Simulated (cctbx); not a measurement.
**Ca14SbMo: as given, inverted or twinned?**

Space group Amm2 (no. 38), a = 12.0210 Å, b = 7.3360 Å, c = 12.8110 Å, α = 90.00°, β = 90.00°, γ = 90.00°.

| atom | mult. | x | y | z | Ueq (Å²) |
| --- | --- | --- | --- | --- | --- |
| Sb1 | 2 | 1/2 | 1/2 | 0.1688 | 0.0047 |
| Mo1 | 2 | 1/2 | 0 | 0.1660 | 0.0055 |
| Ca1 | 4 | 0.7548 | 1/2 | 0.3385 | 0.0067 |
| Ca2 | 4 | 0.7503 | 0 | 0.3324 | 0.0070 |
| Ca3 | 8 | 0.7469 | 0.7530 | 0.0818 | 0.0067 |
| Ca4 | 4 | 0 | 0.2480 | 0.4201 | 0.0076 |
| Ca5 | 4 | 1/2 | 0.2467 | 0.4153 | 0.0063 |
| Ca6 | 2 | 0 | 1/2 | 0.1690 | 0.0074 |
| Ca7 | 2 | 0 | 0 | 0.1655 | 0.0076 |

The model was made for the exercise: a known structure type with other elements put in, its volume estimated, not relaxed; displacement parameters are assumed.

Data sets are simulated with cctbx and refined with Bijvoet mates kept apart; Flack x is then fitted as the share of an inverted twin with the atoms fixed, Hooft y from the Bijvoet differences. The group is acentric but holds improper operations, so there is an absolute structure (orientation) and no hand.

Untwinned crystal. What Flack and Hooft values should come out?

| λ (Å) | extinction (unmodelled) | d min (Å) | top counts | error (%) | model | R1 | Flack x | s.u. | Hooft y | s.u. | pairs |
| --- | --- | --- | --- | --- | --- | --- | --- | --- | --- | --- | --- |
| 0.71073 | 0 | 0.77 | 70000 | 3 | as given | 0.0141 | 0.06 | 0.02 | 0.040 | 0.032 | 704 |
| 0.71073 | 0 | 0.77 | 70000 | 3 | inverted | 0.0179 | 0.96 | 0.03 | 0.977 | 0.038 | 704 |
| 1.54184 | 0 | 0.83 | 70000 | 2 | as given | 0.0096 | 0.001 | 0.004 | 0.005 | 0.007 | 549 |

With Mo Kα, x is close to 0 but 3 s.u. off; with the atoms held fixed the s.u. tends to be too small. With Cu Kα, x is within 3 s.u. of 0, so the absolute structure is right. Inverting the model turns x into about 1 − x.

A further crystal gives:

| λ (Å) | extinction (unmodelled) | d min (Å) | top counts | error (%) | model | R1 | Flack x | s.u. | Hooft y | s.u. | pairs |
| --- | --- | --- | --- | --- | --- | --- | --- | --- | --- | --- | --- |
| 0.4959 | 0 | 0.84 | 20000 | 2 | as given | 0.0193 | 0.24 | 0.02 | 0.256 | 0.022 | 537 |

**Question.** What is it?

It was simulated as an inversion twin with a fraction 0.3 of the inverted domain. Flack x is over 3 s.u. from both 0 and 1 and reads that fraction.
